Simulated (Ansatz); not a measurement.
# Work function of Ba(110): what the settings cost and change

Aim: the work function of Ba(110) against thickness and vacuum, with the cost.

Calculated with Ansatz 0.2.0; plane-wave DFT, PBE, Ansatz PAW.

## Step 1: The starting structure

The cell holds 1 atom: 1 Ba. Its edges and angles: a = 4.347 Å, b = 4.347 Å, c = 18.000 Å, α = 90.0°, β = 90.0°, γ = 70.5°. Vacuum lies along c.

## Step 2: Slab, setting 1 layer

A work function rests on the faint tail of the density, so the SCF threshold is tight. The slab grows from one layer, at fixed mesh and 18 Å of vacuum; then the vacuum is varied on one slab.

Contents of input.yaml:

```yaml
crystal:
  lattice:
    - [3.5496760416, -2.51, 0.0]
    - [3.5496760416, 2.51, 0.0]
    - [0.0, 0.0, 18.0]
  atoms:
    - { symbol: Ba, position: [0.0, 0.0, 0.5] }
kpoints:
  mp_grid: { grid: [10, 10, 1] }
hamiltonian:
  xc: pbe
scf:
  occupations: { method: fermi_dirac, width: 0.1 }
  convergence: { dr2_threshold: 1.0e-09 }
efield:
  axis: 3
  dipole_correction: true
  ramp_position: 0.97
  ramp_width: 0.06
output:
  write_potential: true
  write_density: true
  volumetric_format: npy
  elf: true
```

The run is started by

```sh
> ansatz run input.yaml --threads 2 --pin off --max-ram 3072MiB --backend cpu --events-out ev --progress --plain --runs-dir out
```

Numbers of over 12 decimals in the logs are rounded to 6 here.

What it wrote:

```text
Engine: ansatz 0.2.0, aarch64-unknown-linux-gnu
Pseudopotentials: kind: paw
Pseudopotential: Ba, paw, valence charge 10, recommended cutoff 420 eV (normal), Ba.paw.azcp
Functional definition: PBE
  parameter kappa = 0.804
  parameter beta = 0.066725
  exchange = pbe_x(kappa = kappa, mu = beta*pi^2/3)
  correlation = pbe_c(beta = beta)
Crystal: 1 atoms, lattice volume = 320.749 Å³
Basis set: ecut = 420 eV, 6287 PW (Γ)
Bands: 9, of which v1, the nominal top of the filled ones, is band 5 counted from 1 (4 counted from 0)
Symmetry: 4 space group operations
k-points: 31 of 100
Non-local potential: Ba, projectors of the file, l = 0: 3, l = 1: 2, l = 2: 2, l = 3: 2
PAW form: soft (Blöchl's): semilocal exchange-correlation on the pseudo side does not see the compensation charge
PAW one-centre angular grid: Ba, 194 points (default); XC on 64 Gauss nodes
Initial density: superposition of atomic densities (neutral atoms: chi_scale 0, normalization atom), corrected by the library's trained network
Initial wavefunctions: pseudopotential atomic-orbital guess
Functional: x = pbe(κ = 0.804, μ = 0.219515), c = pbe(β = 0.066725)
SCF iter   1: F=—  HF=-5948.788673 eV  |F-HF|=—  |Δ(HF+E_count)|=         —  Δρ=7.32e-4  dr2=4.33e-3  ethr=1.77e-3  p=-0.000 e·Å  D=-2.90e-16 V/Å  ΔV_dip=0.00 eV  dr2_dipole=5.33e-9  V_vac-E_F(+/−)=2.47/2.47 eV  ⟨swp⟩=9.2  Hψ=3036  notcnv=0
efield: sawtooth ramp at fractional position 0.9700 (set: `efield.ramp_position`, or a place that a band, a saddle search or an elastic batch's reference lends), width 0.0600; the density the first Hamiltonian is built on has a dipole p = -0.000 e·Å; the dipole correction subtracts the counter field D = -2.90e-16 V/Å, which shifts the + side's vacuum level by +0.00 eV against the − side's; the planar-averaged density in the ramp window peaks in size at 1.3e-5 e/Å³
preconditioner: auto → LDOS  [metal: Δε(μ)=0.119 eV  Ē_g=1.855 eV  σ=0.100 eV  W_gap=0.29  n_scr=8 (ndim 8)  ℏωp=2.9 eV  f_vac=0.631  D(μ)=2.42/eV (n_scr^D=6)  β→1.0]
SCF iter   2: F=—  HF=-5948.790903 eV  |F-HF|=—  |Δ(HF+E_count)|=   2.23e-3  Δρ=3.58e-4  dr2=5.71e-4  ethr=4.33e-5  p=0.000 e·Å  D=3.66e-6 V/Å  ΔV_dip=-0.00 eV  dr2_dipole=3.12e-8  V_vac-E_F(+/−)=2.42/2.42 eV  ⟨swp⟩=2.2  Hψ=744  notcnv=0
SCF iter   3: F=—  HF=-5948.791039 eV  |F-HF|=—  |Δ(HF+E_count)|=   1.36e-4  Δρ=1.08e-4  dr2=1.91e-4  ethr=5.71e-6  p=-0.000 e·Å  D=-6.95e-6 V/Å  ΔV_dip=0.00 eV  dr2_dipole=1.71e-8  V_vac-E_F(+/−)=2.41/2.41 eV  ⟨swp⟩=2.7  Hψ=493  notcnv=0
SCF iter   4: F=—  HF=-5948.791053 eV  |F-HF|=—  |Δ(HF+E_count)|=   1.43e-5  Δρ=4.14e-5  dr2=6.62e-6  ethr=1.91e-6  p=0.000 e·Å  D=2.92e-6 V/Å  ΔV_dip=-0.00 eV  dr2_dipole=8.92e-9  V_vac-E_F(+/−)=2.39/2.39 eV  ⟨swp⟩=2.1  Hψ=357  notcnv=0
SCF iter   5: F=—  HF=-5948.791056 eV  |F-HF|=—  |Δ(HF+E_count)|=   2.72e-6  Δρ=1.20e-5  dr2=1.65e-6  ethr=6.62e-8  p=-0.000 e·Å  D=-3.94e-6 V/Å  ΔV_dip=0.00 eV  dr2_dipole=1.16e-8  V_vac-E_F(+/−)=2.39/2.39 eV  ⟨swp⟩=3.0  Hψ=487  notcnv=0
SCF iter   6: F=—  HF=-5948.791032 eV  |F-HF|=—  |Δ(HF+E_count)|=   2.35e-5  Δρ=4.43e-6  dr2=1.95e-7  ethr=1.65e-8  p=0.000 e·Å  D=3.16e-6 V/Å  ΔV_dip=-0.00 eV  dr2_dipole=8.33e-9  V_vac-E_F(+/−)=2.39/2.39 eV  ⟨swp⟩=2.8  Hψ=470  notcnv=0
SCF iter   7: F=—  HF=-5948.791032 eV  |F-HF|=—  |Δ(HF+E_count)|=   4.11e-8  Δρ=1.46e-6  dr2=1.72e-8  ethr=1.95e-9  p=-0.000 e·Å  D=-1.57e-6 V/Å  ΔV_dip=0.00 eV  dr2_dipole=1.89e-9  V_vac-E_F(+/−)=2.39/2.39 eV  ⟨swp⟩=3.0  Hψ=500  notcnv=0
SCF iter   8: F=—  HF=-5948.791032 eV  |F-HF|=—  |Δ(HF+E_count)|=   4.51e-9  Δρ=5.16e-7  dr2=1.63e-9  ethr=1.72e-10  p=0.000 e·Å  D=3.54e-7 V/Å  ΔV_dip=-0.00 eV  dr2_dipole=1.07e-10  V_vac-E_F(+/−)=2.39/2.39 eV  ⟨swp⟩=2.5  Hψ=444  notcnv=0
SCF iter   9: F=-5948.791032 eV  HF=-5948.791032 eV  |F-HF|=6.37e-11  |Δ(HF+E_count)|=   1.07e-9  Δρ=7.89e-8  dr2=4.66e-11  ethr=1.00e-11  p=-0.000 e·Å  D=-1.96e-8 V/Å  ΔV_dip=0.00 eV  dr2_dipole=9.98e-16  V_vac-E_F(+/−)=2.39/2.39 eV  ⟨swp⟩=2.6  Hψ=795  notcnv=0
SCF 1 converged in 9 iterations: F = -5948.791032 eV  dr2 = 4.66e-11
  greatest PAW one-centre occupation: 0.959 electrons in one spin orbital (limit 2), on the Ba atom at site 0 (counted from 0), in its partial waves of l = 0
WARN: The output density's exchange-correlation potential varies sharply where the density is thin. Do not read a vacuum level from v_tot or v_xc, or from such a field of the output density. On a cell that repeats whose density bears no net charge and no dipole along the vacuum's axis use v_es (v_loc + v_h of the components); under efield.dipole_correction with no amplitude use v_es + v_field, which holds any externa [...]
SCF converged after 9 iterations
Free energy (F): -5948.791032 eV
Harris-Foulkes:  -5948.791032 eV  (|F-HF|=6.37e-11)
Internal energy: -5948.702897 eV  (E = F + TS)
E sigma→0 (E₀):  -5948.746965 eV
Entropy (-TS):   -0.088136 eV (-88.136 meV/atom)
Fermi energy:    -0.591904 eV
Dipole field:    D = 0.000000 V/Å  (p = 0.000000 e·Å, saw-weighted, corrected)
Work function:   Φ+ = 2.3873 eV   Φ− = 2.3873 eV
Levels:          The Fermi level and band energies are counted from a zero that moves with the ramp; work functions are not
--- Per-component energies (eV) ---
  E_band       = -155.570916
  E_kinetic    = 165.365765
  E_local      = -1537.737164  (includes V_loc(G=0)·N_el)
  E_nonlocal   = 57.041097
  E_hartree    = 663.824167
  E_xc         = -165.464315
  E_vxc        = -132.146905  (∫ρ·V_xc dr)
  E_paw        = -5225.792599  (= ΣΔE_a)
  E_vpaw       = -35.741901  (= ΣTr[D̂ρ^β])
  E_aug_tail   = -0.000002  (compensation charges beyond the density's cutoff)
  E_efield     = 0.000000  (sawtooth field / dipole correction)
  E_vefield    = 0.000000  (∫n·V_field dr)
  E_ewald      = 94.060154
  E_smearing   = -0.088136  (= −TS)
  E_closure    = -0.000000  (closes the sum)
  Σ components = -5948.791032   (vs F -5948.791032, Δ=0.00e0)
--- Band table (eV; the first three rows and the last of 31) ---
  k-point 0: bands = ["-30.2649", "-15.5761", "-15.1910", "-15.1647", "-2.7213", "-0.3193", "-0.2013", "0.0878", "1.5647"]
  k-point 1: bands = ["-30.2629", "-15.5725", "-15.2135", "-15.1749", "-2.5820", "-0.3150", "-0.1280", "0.1015", "1.6471"]
  k-point 2: bands = ["-30.2578", "-15.5631", "-15.2920", "-15.1808", "-2.2014", "-0.3287", "-0.0353", "0.2136", "1.5825"]
  k-point 30: bands = ["-30.2291", "-15.5356", "-15.5139", "-15.3445", "-1.1418", "-0.3481", "1.0215", "1.0469", "1.0593"]
```

Run time: 21 s. Hardware: 2 threads of Arm Neoverse N1, shared host; peak memory 0.46 GiB.

Numbers from this step:

| Property | Result |
| --- | --- |
| energy at zero smearing | -5948.7470 eV |
| work function, upper face | 2.387 eV |

Running mean over 3.55 Å of the planar mean; the ramp of the sawtooth is left out. Table of electron's electrostatic potential energy less the Fermi level by z:

```
z (Å)  electron's electrostatic potential energy less the Fermi level (eV)
  3.0                                                                 2.38
  3.5                                                                 2.38
  4.0                                                                 2.37
  4.5                                                                 2.35
  5.0                                                                 2.29
  5.5                                                                 2.17
  6.0                                                                 1.89
  6.5                                                                 1.23
  7.0                                                              -0.0274
  7.5                                                                -1.53
  8.0                                                                -2.71
  8.5                                                                -3.27
  9.0                                                                -3.41
  9.5                                                                -3.27
 10.0                                                                -2.71
 10.5                                                                -1.53
 11.0                                                              -0.0274
 11.5                                                                 1.23
 12.0                                                                 1.89
 12.5                                                                 2.17
 13.0                                                                 2.29
 13.5                                                                 2.35
 14.0                                                                 2.37
 14.5                                                                 2.38
 15.0                                                                 2.38
```

ELF in the ca plane at fractional y = 0.000, with atoms of Ba within 0.2 Å of it. It is the smooth field of the valence electrons, not physical close to the nuclei.

Ten even steps from '0' (0.00) to '9' (0.87), each cell a mean:
```
00000000000000000028942795000000000000000000
00000000000000000015999973000000000000000000
00000000000000011001467530001000000000000000
00000000000000012211112111121100000000000000
00000000000000012333222223332100000000000000
00000000000000012222111122222100000000000000
00000000000000011111233210111100000000000000
00000000000000000003789851000000000000000000
00000000000000000027986994000000000000000000
00000000000000000039920696100000000000000000
```
Columns run along c (18.0 Å), rows up along a (4.3 Å). Atoms in or near the plane, at fractional coordinates: Ba at (0.50, 0.00).

Valence density in the ca plane at fractional y = 0.000, with atoms of Ba within 0.2 Å of it. It is the smooth field of the valence electrons, not physical close to the nuclei.

Ten steps, logarithmic in the rise over the least value, from '0' (0.0 e/Å³) to '9' (1.3 e/Å³), each cell a mean:
```
00000000000000000147998995210000000000000000
00000000000000000136899974210000000000000000
00000000000000000124677653110000000000000000
00000000000000000122344432110000000000000000
00000000000000000112333322110000000000000000
00000000000000000112333322110000000000000000
00000000000000000123455532110000000000000000
00000000000000000124788863110000000000000000
00000000000000000136999985210000000000000000
00000000000000000147987996210000000000000000
```
Columns run along c (18.0 Å), rows up along a (4.3 Å). Atoms in or near the plane, at fractional coordinates: Ba at (0.50, 0.00).

Electrostatic potential energy in the ca plane at fractional y = 0.000, with atoms of Ba within 0.2 Å of it. With pseudopotentials it is smooth inside the atoms' cores, unlike the true potential.

Ten even steps from '0' (-33 eV) to '9' (2 eV), each cell a mean:
```
99999999999999999985000027899999999999999999
99999999999999999987300158999999999999999999
99999999999999999998755688999999999999999999
99999999999999999999988899999999999999999999
99999999999999999999999999999999999999999999
99999999999999999999999999999999999999999999
99999999999999999999877889999999999999999999
99999999999999999988532478999999999999999999
99999999999999999986100037899999999999999999
99999999999999999984000016899999999999999999
```
Columns run along c (18.0 Å; values clipped at the 3rd and 97th percentile), rows up along a (4.3 Å). Atoms in or near the plane, at fractional coordinates: Ba at (0.50, 0.00).

The work function is 2.387 eV.

## Step 3: Slab, 2 atoms

System of this step: Ba(110). The cell holds 2 atoms: 2 Ba. Cell: a = 4.347 Å, b = 4.347 Å, c = 21.550 Å, α = 90.0°, β = 90.0°, γ = 70.5°. Vacuum lies along c.

input.yaml, the sections that differ from step 2:

```yaml
crystal:
  lattice:
    - [3.5496760416, -2.51, 0.0]
    - [3.5496760416, 2.51, 0.0]
    - [0.0, 0.0, 21.5496760416]
  atoms:
    - { symbol: Ba, position: [0.0, 0.0, 0.417639689] }
    - { symbol: Ba, position: [0.5, 0.5, 0.582360311] }
output:
  write_potential: true
  write_density: true
  volumetric_format: npy
# kpoints, hamiltonian, scf, efield: as in step 2
```

What it wrote:

```text
[...]
Crystal: 2 atoms, lattice volume = 384.002 Å³
Basis set: ecut = 420 eV, 7519 PW (Γ)
Bands: 14, of which v1, the nominal top of the filled ones, is band 10 counted from 1 (9 counted from 0)
Symmetry: 4 space group operations
k-points: 31 of 100
[...]
k-point 1: bands = [... 6 lower, -13.7520, -13.7442, -1.8278, -0.9032, 0.8220, 0.9383, 1.1419, 1.6294, ... 4 higher]
  k-point 2: bands = [... 6 lower, -13.7698, -13.7500, -1.4553, -0.5553, 0.8836, 0.9010, 1.0987, 1.4791, ... 4 higher]
  k-point 30: bands = [... 6 lower, -13.9042, -13.8933, -0.1779, -0.0023, 0.2037, 1.4100, 1.5428, 2.0237, ... 4 higher]
[key lines of the parts left out:]
SCF converged after 9 iterations
Free energy (F): -11898.444780 eV
Fermi energy:    0.419702 eV
Dipole field:    D = -0.000001 V/Å  (p = -0.000002 e·Å, saw-weighted, corrected)
Work function:   Φ+ = 2.4285 eV   Φ− = 2.4285 eV
```

It took 40 s on 2 threads; peak memory 0.6 GiB.

The work function is 2.429 eV, +0.041 eV from the run “1 layer”, at 2.1 times its CPU time.

## Step 4: Run, 3 atoms

System of this step: Ba(110). The cell holds 3 atoms: 3 Ba. Its edges and angles: a = 4.347 Å, b = 4.347 Å, c = 25.099 Å, α = 90.0°, β = 90.0°, γ = 70.5°. Vacuum lies along c.

input.yaml, the sections that differ from step 3:

```yaml
crystal:
  lattice:
    - [3.5496760416, -2.51, 0.0]
    - [3.5496760416, 2.51, 0.0]
    - [0.0, 0.0, 25.0993520831]
  atoms:
    - { symbol: Ba, position: [0.0, 0.0, 0.3585749931] }
    - { symbol: Ba, position: [0.5, 0.5, 0.5] }
    - { symbol: Ba, position: [0.0, 0.0, 0.6414250069] }
# kpoints, hamiltonian, scf, efield, output: as in step 3
```

What it wrote:

```text
[...]
Crystal: 3 atoms, lattice volume = 447.255 Å³
Basis set: ecut = 420 eV, 8757 PW (Γ)
Bands: 19, of which v1, the nominal top of the filled ones, is band 15 counted from 1 (14 counted from 0)
Symmetry: 4 space group operations
k-points: 31 of 100
[...]
k-point 1: bands = [... 11 lower, -12.6237, -1.2225, -0.6184, 0.1277, 1.5810, 1.6988, 1.8764, 2.0801, ... 4 higher]
  k-point 2: bands = [... 11 lower, -12.6400, -0.8475, -0.2742, 0.4676, 1.5915, 1.6991, 1.8403, 1.9710, ... 4 higher]
  k-point 30: bands = [... 11 lower, -12.7494, 0.4608, 0.7389, 0.7908, 0.8021, 1.3809, 2.1016, 2.3978, ... 4 higher]
[key lines of the parts left out:]
SCF converged after 8 iterations
Free energy (F): -17847.986172 eV
Fermi energy:    1.185665 eV
Dipole field:    D = -0.000001 V/Å  (p = -0.000003 e·Å, saw-weighted, corrected)
Work function:   Φ+ = 2.4391 eV   Φ− = 2.4391 eV
```

Elapsed: 52 s, on 2 threads; peak memory 0.72 GiB.

The work function is 2.439 eV, +0.011 eV from the run “2 layers”, at 1.5 times its CPU time.

## Step 5: Slab, 4 atoms

System of this step: Ba(110). The cell holds 4 atoms: 4 Ba. Its edges and angles: a = 4.347 Å, b = 4.347 Å, c = 28.649 Å, α = 90.0°, β = 90.0°, γ = 70.5°. Vacuum lies along c.

input.yaml, the sections that differ from step 4:

```yaml
crystal:
  lattice:
    - [3.5496760416, -2.51, 0.0]
    - [3.5496760416, 2.51, 0.0]
    - [0.0, 0.0, 28.6490281247]
  atoms:
    - { symbol: Ba, position: [0.0, 0.0, 0.3141467823] }
    - { symbol: Ba, position: [0.5, 0.5, 0.4380489274] }
    - { symbol: Ba, position: [0.0, 0.0, 0.5619510726] }
    - { symbol: Ba, position: [0.5, 0.5, 0.6858532177] }
# kpoints, hamiltonian, scf, efield, output: as in step 4
```

What it wrote:

```text
[...]
Crystal: 4 atoms, lattice volume = 510.508 Å³
Basis set: ecut = 420 eV, 10005 PW (Γ)
Bands: 24, of which v1, the nominal top of the filled ones, is band 20 counted from 1 (19 counted from 0)
Symmetry: 4 space group operations
k-points: 31 of 100
[...]
k-point 0: bands = [... 16 lower, -0.8512, -0.4243, 0.1775, 0.6952, 2.1771, 2.1978, 2.4532, 2.5833, ... 4 higher]
  k-point 1: bands = [... 16 lower, -0.7148, -0.2941, 0.3055, 0.8310, 2.1918, 2.2296, 2.4507, 2.5640, ... 4 higher]
  k-point 2: bands = [... 16 lower, -0.3363, 0.0553, 0.6318, 1.1778, 2.1705, 2.2752, 2.4065, 2.4139, ... 4 higher]
  k-point 30: bands = [... 16 lower, 0.9869, 1.2342, 1.3183, 1.3439, 1.4134, 1.6778, 2.2787, 2.5956, ... 4 higher]
[key lines of the parts left out:]
SCF converged after 9 iterations
Free energy (F): -23797.550948 eV
Fermi energy:    1.756349 eV
Dipole field:    D = 0.000003 V/Å  (p = 0.000008 e·Å, saw-weighted, corrected)
Work function:   Φ+ = 2.4403 eV   Φ− = 2.4404 eV
```

Wall time 92 s (2 threads); peak memory 0.84 GiB.

The work function is 2.440 eV, +0.001 eV from the run “3 layers”, at 1.4 times its CPU time.

## Step 6: Run, 5 atoms

System of this step: Ba(110). The cell holds 5 atoms: 5 Ba. Its edges and angles: a = 4.347 Å, b = 4.347 Å, c = 32.199 Å, α = 90.0°, β = 90.0°, γ = 70.5°. Vacuum lies along c.

input.yaml, the sections that differ from step 5:

```yaml
crystal:
  lattice:
    - [3.5496760416, -2.51, 0.0]
    - [3.5496760416, 2.51, 0.0]
    - [0.0, 0.0, 32.1987041662]
  atoms:
    - { symbol: Ba, position: [0.0, 0.0, 0.2795143542] }
    - { symbol: Ba, position: [0.5, 0.5, 0.3897571771] }
    - { symbol: Ba, position: [0.0, 0.0, 0.5] }
    - { symbol: Ba, position: [0.5, 0.5, 0.6102428229] }
    - { symbol: Ba, position: [0.0, 0.0, 0.7204856458] }
# kpoints, hamiltonian, scf, efield, output: as in step 5
```

What it wrote:

```text
[...]
Crystal: 5 atoms, lattice volume = 573.761 Å³
Basis set: ecut = 420 eV, 11241 PW (Γ)
Bands: 30, of which v1, the nominal top of the filled ones, is band 25 counted from 1 (24 counted from 0)
Symmetry: 4 space group operations
k-points: 31 of 100
[...]
k-point 0: bands = [... 21 lower, -0.1316, 0.3332, 0.8530, 1.2046, 2.6302, 2.6394, 2.8986, 2.9845, ... 6 higher]
  k-point 1: bands = [... 21 lower, -0.0005, 0.4598, 0.9816, 1.3420, 2.6548, 2.6598, 2.8958, 2.9699, ... 6 higher]
  k-point 2: bands = [... 21 lower, 0.3556, 0.7889, 1.3031, 1.6964, 2.6350, 2.6849, 2.8299, 2.8556, ... 6 higher]
  k-point 30: bands = [... 21 lower, 1.6380, 1.7037, 1.7336, 1.8562, 1.8760, 1.9791, 2.3889, 2.9353, ... 6 higher]
[key lines of the parts left out:]
SCF converged after 9 iterations
Free energy (F): -29747.111574 eV
Fermi energy:    2.204203 eV
Dipole field:    D = -0.000000 V/Å  (p = -0.000001 e·Å, saw-weighted, corrected)
Work function:   Φ+ = 2.4403 eV   Φ− = 2.4403 eV
```

The job ended after 3 min (2 threads; peak memory 1 GiB; 3.1 min of CPU time).

The work function is 2.440 eV, -0.000 eV from the run “4 layers”, at 1.5 times its CPU time.

(Part 1 of 2 ends here.)

[Logs are printed without paths, hosts, clocks, repeated set-up lines and the standing remarks that a program may print on its own settings, such as how far it seeks lower states.]

[Hosts, paths, dates, database ids (printed as entryN), source tags and the programs' standing remarks are cut or masked in the printed files.]

[Maps of the electrostatic potential energy from Ansatz leave out the sawtooth potential of an applied field or a dipole correction, so their vacuum need not be flat; planar profiles and work functions include it.]
